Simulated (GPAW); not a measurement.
# Work function of Sc2CS2 MXene monolayer at several levels

Wanted: work functions and dipole of Sc2CS2 MXene monolayer, with the cost of each level.

Main program and level: GPAW 26.7.0; GPAW, PAW setups; layer in a repeated cell with vacuum, relaxation of atoms and in-plane cell, in the first sound run; inputs show where later runs differ.

## (1) Set-up

The cell holds 5 atoms: 2 S, 2 Sc and 1 C. Cell: a = 3.226 Å, b = 3.226 Å, c = 20.116 Å, α = 90.0°, β = 90.0°, γ = 120.0°. Vacuum lies along c.

## (2) Relaxing the atoms

The atoms are relaxed first, since the surface dipole, and with it the work function, follows the positions of the outer layers.

run.py reads:

```python
import json
import numpy as np
from ase import Atoms
from ase.filters import FrechetCellFilter
from ase.optimize import BFGS
from gpaw import GPAW, PW

slab = Atoms(
    ['S', 'Sc', 'C', 'Sc', 'S'],
    positions=[
        [-0.00000, 1.86258, 7.00000],
        [1.61304, 0.93129, 8.78527],
        [0.00000, 0.00000, 10.05820],
        [-0.00000, 1.86258, 11.33112],
        [1.61304, 0.93129, 13.11640]],
    cell=[[3.22608, 0.0, 0.0], [-1.61304, 2.79387, 0.0], [0.0, 0.0, 20.1164]],
    pbc=[True, True, True])

slab.calc = GPAW(mode=PW(600), xc='PBE', kpts={'size': (12, 12, 1), 'gamma': True},
                 occupations={'name': 'fermi-dirac', 'width': 0.05}, nbands='160%',
                 convergence={'density': 1e-05}, maxiter=200,
                 symmetry={'tolerance': 1e-3}, txt='slab.txt')
result = {}
# The in-plane cell is free; stress needs a cell that repeats along all three vectors
path = []
opt = BFGS(FrechetCellFilter(slab, mask=[1, 1, 0, 0, 0, 1]), maxstep=0.2)
opt.attach(lambda: path.append((slab.get_potential_energy(), slab.positions.tolist(), slab.get_forces().tolist())))
result['relaxed'] = bool(opt.run(fmax=0.02, steps=45))
result['path'] = path
result['cell'] = slab.cell.tolist()
print('in-plane lattice', slab.cell.cellpar().round(4)[[0, 1, 5]])
energy = slab.get_potential_energy()
fermi = slab.calc.get_fermi_level()
v = slab.calc.get_electrostatic_potential().mean((0, 1)) - fermi
n = slab.calc.get_pseudo_density().mean((0, 1))
L = slab.cell[2, 2]
z = np.arange(len(v)) * L / len(v)
low, high = slab.positions[:, 2].min(), slab.positions[:, 2].max()
below, above = np.interp([low - 4.8, high + 4.8], z, v)
slopes = [np.interp(x, z, np.gradient(v, z)) for x in (low - 4.8, high + 4.8)]
eps = np.array([[slab.calc.get_eigenvalues(k, s) for k in range(len(slab.calc.get_ibz_k_points()))]
                for s in range(slab.calc.get_number_of_spins())]) - fermi
top, bottom = eps[eps < 0].max(), eps[eps > 0].min()
dipole = slab.get_dipole_moment()[2]
print(f'energy {energy:.4f} eV, Fermi level {fermi:.4f} eV, dipole {dipole:.5f} e A')
print(f'potential 4.8 A off the faces, from the Fermi level: lower {below:.4f} eV, upper {above:.4f} eV')
print(f'slope of the potential there: lower {slopes[0]:.5f}, upper {slopes[1]:.5f} eV/A')
print(f'nearest levels on the mesh: {top:.4f} and {bottom:.4f} eV')
print('magnetic moment', round(slab.get_magnetic_moment(), 3))
result.update(energy=energy, fermi=fermi, dipole=dipole, below=below, above=above, slopes=slopes, edges=[top, bottom],
              z=z.tolist(), v=v.tolist(), n=n.tolist(), positions=slab.positions.tolist(),
              forces=slab.get_forces(apply_constraint=False).tolist(), moments=slab.get_magnetic_moments().tolist())
json.dump(result, open('result.json', 'w'))
```

On the command line:

```console
OMP_NUM_THREADS=1 OPENBLAS_NUM_THREADS=1 python run.py
```

Log:

```text
Step          Energy          fmax
BFGS:    0      -30.204072        0.790393
BFGS:    1      -30.237112        0.729939
BFGS:    2      -30.370159        0.315249
BFGS:    3      -30.380284        0.210488
BFGS:    4      -30.385323        0.227722
BFGS:    5      -30.393148        0.304154
BFGS:    6      -30.410987        0.447850
BFGS:    7      -30.443029        0.647543
BFGS:    8      -30.472744        0.645130
BFGS:    9      -30.532241        0.332730
BFGS:   10      -30.550670        0.327708
BFGS:   11      -30.555344        0.222090
BFGS:   12      -30.559094        0.067743
BFGS:   13      -30.559689        0.013308
in-plane lattice [  3.5208   3.5209 120.    ]
energy -30.5441 eV, Fermi level -2.0725 eV, dipole -0.00004 e A
potential 4.8 A off the faces, from the Fermi level: lower 6.8384 eV, upper 6.8386 eV
slope of the potential there: lower -0.00004, upper -0.00005 eV/A
nearest levels on the mesh: -0.0227 and 0.0184 eV
magnetic moment 0.0
```

Run time: 19 min. Hardware: 1 thread of Arm Neoverse V1, shared host; peak memory 0.63 GiB.

Numbers from this step:

- dipole along the normal: -4.44e-5 e·Å
- levels nearest the Fermi level on the mesh: -0.02270, 0.01839 eV from the Fermi level

The electrostatic potential energy of an electron (without an applied field's), less the Fermi level, planar mean oscillates, so the rows of the table below give means over windows of 1.59 Å about each position, cut where the curve ends. Its maxima inside the range that stand out by 2 % of the span (Å: eV): 8.0: -3.76, 9.6: -2.30, 10.6: -2.30, 12.2: -3.76. Its minima: 7.3: -13.6, 8.7: -11.2, 10.1: -6.85, 11.4: -11.2, 12.8: -13.6.

Table of electrostatic potential energy of an electron (without an applied field's), less the Fermi level, planar mean by z; means over each step:

```csv
z (Å),"electrostatic potential energy of an electron (without an applied field's), less the Fermi level, planar mean (eV)"
0.80,6.84
2.39,6.84
3.98,6.84
5.57,6.39
7.16,-5.48
8.75,-6.89
10.34,-4.49
11.93,-7.80
13.52,-0.916
15.11,6.76
16.70,6.84
18.29,6.84
19.88,6.84
```

The pseudo valence density, planar mean by z:

```csv
z (Å),"pseudo valence density, planar mean (e/Å³)"
4.0,6.6e-5
4.5,3.3e-4
5.0,0.00167
5.5,0.00841
6.0,0.0420
6.5,0.176
7.0,0.347
7.5,0.389
8.0,0.390
8.5,0.873
9.0,0.751
9.5,0.331
10.0,0.386
10.5,0.337
11.0,0.580
11.5,0.998
12.0,0.429
12.5,0.403
13.0,0.343
13.5,0.227
14.0,0.0610
14.5,0.0125
15.0,0.00247
15.5,4.9e-4
16.0,9.8e-5
```

The relaxation lowered the energy of the cell by 0.353 eV (energies extrapolated to zero smearing; the optimiser's log prints free energies). The largest force left on a free atom is 0.012 eV/Å.

## (3) The slab's potential

The work function is the vacuum plateau of the electrostatic potential less the Fermi level; a dipole layer lets the two faces have plateaus of their own.

This step: GPAW, PAW setups; slab in vacuum (GPAW 26.7.0).

The cell differs from the one that the last finished run ended in (c 20.116 → 19.555 Å).

run.py: that of step 2 with these lines changed.

```diff
@@ -3,4 +3,2 @@
 from ase import Atoms
-from ase.filters import FrechetCellFilter
-from ase.optimize import BFGS
 from gpaw import GPAW, PW
@@ -10,23 +8,16 @@
     positions=[
-        [-0.00000, 1.86258, 7.00000],
-        [1.61304, 0.93129, 8.78527],
-        [0.00000, 0.00000, 10.05820],
-        [-0.00000, 1.86258, 11.33112],
-        [1.61304, 0.93129, 13.11640]],
-    cell=[[3.22608, 0.0, 0.0], [-1.61304, 2.79387, 0.0], [0.0, 0.0, 20.1164]],
-    pbc=[True, True, True])
+        [-0.00000, 2.03276, 7.00000],
+        [1.76042, 1.01638, 8.43666],
+        [-0.00000, 0.00000, 9.77759],
+        [-0.00000, 2.03276, 11.11850],
+        [1.76042, 1.01638, 12.55517]],
+    cell=[[3.52085, 0.0, 0.0], [-1.76042, 3.04915, 0.0], [0.0, 0.0, 19.5552]],
+    pbc=[True, True, False])
 
-slab.calc = GPAW(mode=PW(600), xc='PBE', kpts={'size': (12, 12, 1), 'gamma': True},
+slab.calc = GPAW(mode=PW(500), xc='PBE', kpts={'size': (12, 12, 1), 'gamma': True},
                  occupations={'name': 'fermi-dirac', 'width': 0.05}, nbands='160%',
                  convergence={'density': 1e-05}, maxiter=200,
+                 poissonsolver={'dipolelayer': 'xy'},
                  symmetry={'tolerance': 1e-3}, txt='slab.txt')
 result = {}
-# The in-plane cell is free; stress needs a cell that repeats along all three vectors
-path = []
-opt = BFGS(FrechetCellFilter(slab, mask=[1, 1, 0, 0, 0, 1]), maxstep=0.2)
-opt.attach(lambda: path.append((slab.get_potential_energy(), slab.positions.tolist(), slab.get_forces().tolist())))
-result['relaxed'] = bool(opt.run(fmax=0.02, steps=45))
-result['path'] = path
-result['cell'] = slab.cell.tolist()
-print('in-plane lattice', slab.cell.cellpar().round(4)[[0, 1, 5]])
 energy = slab.get_potential_energy()
```

Log:

```text
energy -30.5291 eV, Fermi level -1.9361 eV, dipole -0.00043 e A
potential 4.8 A off the faces, from the Fermi level: lower 6.8353 eV, upper 6.8428 eV
slope of the potential there: lower -0.00001, upper 0.00001 eV/A
nearest levels on the mesh: -0.0227 and 0.0184 eV
magnetic moment 0.0
```

Run time: 66 s. Hardware: 1 thread; peak memory 0.27 GiB.

Numbers from this step:

```
dipole along the normal                    : -4.35e-4 e·Å
levels nearest the Fermi level on the mesh : -0.02267, 0.01841 eV from the Fermi level
upper work function                        : 6.843 eV
lower work function                        : 6.835 eV
```

The electrostatic potential energy of an electron (without an applied field's), less the Fermi level, planar mean oscillates, so the rows of the table below give means over windows of 1.49 Å about each position, cut where the curve ends. Its maxima inside the range that stand out by 2 % of the span (Å: eV): 7.7: -3.80, 9.2: -2.35, 10.3: -2.35, 11.8: -3.80. Its minima: 7.0: -13.5, 8.5: -11.1, 9.8: -6.85, 11.1: -11.1, 12.6: -13.5.

Table of electrostatic potential energy of an electron (without an applied field's), less the Fermi level, planar mean by z; means over each step:

z (Å), electrostatic potential energy of an electron (without an applied field's), less the Fermi level, planar mean (eV) and a bar from the least value:
```
     0.74        6.8 ##############################
     2.23        6.8 ##############################
     3.72        6.8 ##############################
     5.21        6.5 #############################
     6.70       -4.8 #####
     8.19       -7.3 
     9.68       -3.9 #######
    11.17       -7.2 
    12.66       -5.9 ###
    14.15        6.3 #############################
    15.64        6.8 ##############################
    17.13        6.8 ##############################
    18.62        6.8 ##############################
```

The pseudo valence density, planar mean by z:

z (Å), pseudo valence density, planar mean (e/Å³) and a bar from the least value:
```
     0.00       0.00 
     0.56       0.00 
     1.12       0.00 
     1.49       0.00 
     2.05       0.00 
     2.61       0.00 
     3.17       0.00 
     3.72       0.00 
     4.10       0.00 
     4.66       0.00 
     5.21       0.01 
     5.77       0.05 #
     6.33       0.22 ######
     6.89       0.34 ##########
     7.26       0.40 ###########
     7.82       0.41 ############
     8.38       1.06 ##############################
     8.94       0.44 #############
     9.50       0.36 ##########
     9.87       0.39 ###########
    10.43       0.33 #########
    10.99       0.99 ############################
    11.55       0.56 ################
    12.11       0.40 ###########
    12.48       0.35 ##########
    13.04       0.31 #########
    13.60       0.09 ##
    14.15       0.01 
    14.71       0.00 
    15.27       0.00 
    15.64       0.00 
    16.20       0.00 
    16.76       0.00 
    17.32       0.00 
    17.88       0.00 
    18.25       0.00 
    18.81       0.00 
    19.37       0.00
```

The potential is flat to 8.5e-6 eV/Å where it is read, so the vacuum is wide enough.

## (4) Self-consistent run: xc = "revPBE"

The same geometry under revPBE, to see how far the functional moves the levels against the vacuum.

run.py: that of step 3 with these lines changed.

```diff
@@ -16,3 +16,3 @@
 
-slab.calc = GPAW(mode=PW(500), xc='PBE', kpts={'size': (12, 12, 1), 'gamma': True},
+slab.calc = GPAW(mode=PW(500), xc='revPBE', kpts={'size': (12, 12, 1), 'gamma': True},
                  occupations={'name': 'fermi-dirac', 'width': 0.05}, nbands='160%',
```

Log:

```text
energy -29.0905 eV, Fermi level -1.8600 eV, dipole -0.00043 e A
potential 4.8 A off the faces, from the Fermi level: lower 6.7569 eV, upper 6.7644 eV
slope of the potential there: lower -0.00001, upper 0.00001 eV/A
nearest levels on the mesh: -0.0227 and 0.0180 eV
magnetic moment 0.0
```

Run time: 65 s. Hardware: 1 thread; peak memory 0.27 GiB.

This step gave:

| Quantity | Value |
| --- | --- |
| levels nearest the Fermi level on the mesh | -0.02267, 0.01802 eV from the Fermi level |
| upper work function | 6.764 eV |
| lower work function | 6.757 eV |

The electrostatic potential energy of an electron (without an applied field's), less the Fermi level, planar mean oscillates, so the rows of the table below give means over windows of 1.49 Å about each position, cut where the curve ends. Its maxima inside the range that stand out by 2 % of the span (Å: eV): 7.7: -3.88, 9.2: -2.44, 10.3: -2.44, 11.8: -3.87. Its minima: 7.0: -13.5, 8.5: -11.2, 9.8: -6.94, 11.1: -11.2, 12.6: -13.5.

Table of electrostatic potential energy of an electron (without an applied field's), less the Fermi level, planar mean by z; means over each step:

```csv
z (Å),"electrostatic potential energy of an electron (without an applied field's), less the Fermi level, planar mean (eV)"
0.74,6.76
2.23,6.76
3.72,6.75
5.21,6.44
6.70,-4.85
8.19,-7.41
9.68,-4.04
11.17,-7.30
12.66,-6.01
14.15,6.18
15.64,6.76
17.13,6.76
18.62,6.76
```

Table of pseudo valence density, planar mean by z:

```csv
z (Å),"pseudo valence density, planar mean (e/Å³)"
3,7.0e-6
4,1.7e-4
5,0.00405
6,0.0988
7,0.343
8,0.553
9,0.407
10,0.371
11,0.992
12,0.391
13,0.316
14,0.0247
15,1.0e-3
16,4.0e-5
```

Force by atom:

```csv
atom,x (eV/Å),y (eV/Å),z (eV/Å),size
S1,0.000,0.000,-0.145,0.145
Sc2,0.000,0.000,-0.005,0.005
C3,0.000,0.000,0.000,0.000
Sc4,0.000,0.000,0.005,0.005
S5,0.000,0.000,0.145,0.145
```

The upper face's work function is 6.764 eV, against 6.843 eV in the first plane-wave PBE run at this geometry.

## (5) Self-consistent run: xc = "LDA"

The same geometry under LDA, to see how far the functional moves the levels against the vacuum.

run.py: that of step 4 with these lines changed.

```diff
@@ -16,3 +16,3 @@
 
-slab.calc = GPAW(mode=PW(500), xc='revPBE', kpts={'size': (12, 12, 1), 'gamma': True},
+slab.calc = GPAW(mode=PW(500), xc='LDA', kpts={'size': (12, 12, 1), 'gamma': True},
                  occupations={'name': 'fermi-dirac', 'width': 0.05}, nbands='160%',
```

Log:

```text
energy -33.6884 eV, Fermi level -2.1416 eV, dipole -0.00044 e A
potential 4.8 A off the faces, from the Fermi level: lower 7.0188 eV, upper 7.0263 eV
slope of the potential there: lower -0.00001, upper 0.00001 eV/A
nearest levels on the mesh: -0.0207 and 0.0195 eV
magnetic moment 0.0
```

The job ended after 64 s (1 thread; peak memory 0.26 GiB).

Numbers from this step:

- levels nearest the Fermi level on the mesh: -0.02074, 0.01946 eV from the Fermi level
- upper work function: 7.026 eV
- lower work function: 7.019 eV

The upper face's work function is 7.026 eV, against 6.843 eV in the first plane-wave PBE run at this geometry.

## (6) Self-consistent run: xc = "RPBE"

The same geometry under RPBE, to see how far the functional moves the levels against the vacuum.

run.py: that of step 5 with these lines changed.

```diff
@@ -16,3 +16,3 @@
 
-slab.calc = GPAW(mode=PW(500), xc='LDA', kpts={'size': (12, 12, 1), 'gamma': True},
+slab.calc = GPAW(mode=PW(500), xc='RPBE', kpts={'size': (12, 12, 1), 'gamma': True},
                  occupations={'name': 'fermi-dirac', 'width': 0.05}, nbands='160%',
```

Log:

```text
energy -28.8676 eV, Fermi level -1.8524 eV, dipole -0.00043 e A
potential 4.8 A off the faces, from the Fermi level: lower 6.7616 eV, upper 6.7692 eV
slope of the potential there: lower -0.00001, upper 0.00001 eV/A
nearest levels on the mesh: -0.0227 and 0.0181 eV
magnetic moment 0.0
```

The job ended after 65 s (1 thread; peak memory 0.27 GiB).

This step gave:

```yaml
levels_nearest_the_fermi_level_on_the_mesh: -0.02274, 0.01806 eV from the Fermi level
upper_work_function: 6.769 eV
lower_work_function: 6.762 eV
```

The upper face's work function is 6.769 eV, against 6.843 eV in the first plane-wave PBE run at this geometry.

## (7) Self-consistent run: xc = "vdW-DF2"

The same geometry under vdW-DF2, to see how far the functional moves the levels against the vacuum (the van der Waals functionals take revPBE setups).

run.py: that of step 6 with these lines changed.

```diff
@@ -16,3 +16,3 @@
 
-slab.calc = GPAW(mode=PW(500), xc='RPBE', kpts={'size': (12, 12, 1), 'gamma': True},
+slab.calc = GPAW(mode=PW(500), xc='vdW-DF2', kpts={'size': (12, 12, 1), 'gamma': True},
                  occupations={'name': 'fermi-dirac', 'width': 0.05}, nbands='160%',
```

Log:

```text
energy -169.5854 eV, Fermi level -2.1365 eV, dipole -0.00043 e A
potential 4.8 A off the faces, from the Fermi level: lower 7.1725 eV, upper 7.1801 eV
slope of the potential there: lower -0.00004, upper 0.00004 eV/A
nearest levels on the mesh: -0.0113 and 0.0224 eV
magnetic moment 0.0
```

Run time: 84 s. Hardware: 1 thread; peak memory 0.48 GiB.

Numbers from this step:

```yaml
levels_nearest_the_fermi_level_on_the_mesh: -0.01134, 0.02242 eV from the Fermi level
upper_work_function: 7.180 eV
lower_work_function: 7.173 eV
```

The electrostatic potential energy of an electron (without an applied field's), less the Fermi level, planar mean oscillates, so the rows of the table below give means over windows of 1.58 Å about each position, cut where the curve ends. Its maxima inside the range that stand out by 2 % of the span (Å: eV): 7.7: -3.85, 9.3: -2.40, 10.2: -2.40, 11.8: -3.84. Its minima: 7.0: -13.4, 8.5: -11.3, 9.8: -6.81, 11.1: -11.3, 12.6: -13.4.

Electrostatic potential energy of an electron (without an applied field's), less the Fermi level, planar mean against z; means over each step:

```csv
z (Å),"electrostatic potential energy of an electron (without an applied field's), less the Fermi level, planar mean (eV)"
0.79,7.17
2.37,7.17
3.95,7.17
5.53,6.13
7.11,-6.59
8.69,-6.82
10.27,-5.50
11.85,-8.20
13.43,1.72
15.01,7.13
16.59,7.18
18.17,7.18
```

The upper face's work function is 7.180 eV, against 6.843 eV in the first plane-wave PBE run at this geometry.

## (8) OptPBE vdW: xc = "optPBE-vdW"

The same geometry under optPBE-vdW, to see how far the functional moves the levels against the vacuum (the van der Waals functionals take revPBE setups).

run.py: that of step 7 with these lines changed.

```diff
@@ -16,3 +16,3 @@
 
-slab.calc = GPAW(mode=PW(500), xc='vdW-DF2', kpts={'size': (12, 12, 1), 'gamma': True},
+slab.calc = GPAW(mode=PW(500), xc='optPBE-vdW', kpts={'size': (12, 12, 1), 'gamma': True},
                  occupations={'name': 'fermi-dirac', 'width': 0.05}, nbands='160%',
```

Log:

```text
energy -58.2318 eV, Fermi level -2.0677 eV, dipole -0.00043 e A
potential 4.8 A off the faces, from the Fermi level: lower 7.0365 eV, upper 7.0440 eV
slope of the potential there: lower -0.00002, upper 0.00002 eV/A
nearest levels on the mesh: -0.0181 and 0.0203 eV
magnetic moment 0.0
```

The job ended after 82 s (1 thread; peak memory 0.48 GiB).

Numbers from this step:

* dipole along the normal: -4.34e-4 e·Å
* levels nearest the Fermi level on the mesh: -0.01812, 0.02027 eV from the Fermi level
* upper work function: 7.044 eV
* lower work function: 7.036 eV

The upper face's work function is 7.044 eV, against 6.843 eV in the first plane-wave PBE run at this geometry.

[end of part 1 of 2]

[Logs are printed without paths, hosts, clocks, repeated set-up lines and the standing remarks that a program may print on its own settings, such as how far it seeks lower states.]

[Hosts, paths, dates, database ids (printed as entryN), source tags and the programs' standing remarks are cut or masked in the printed files.]
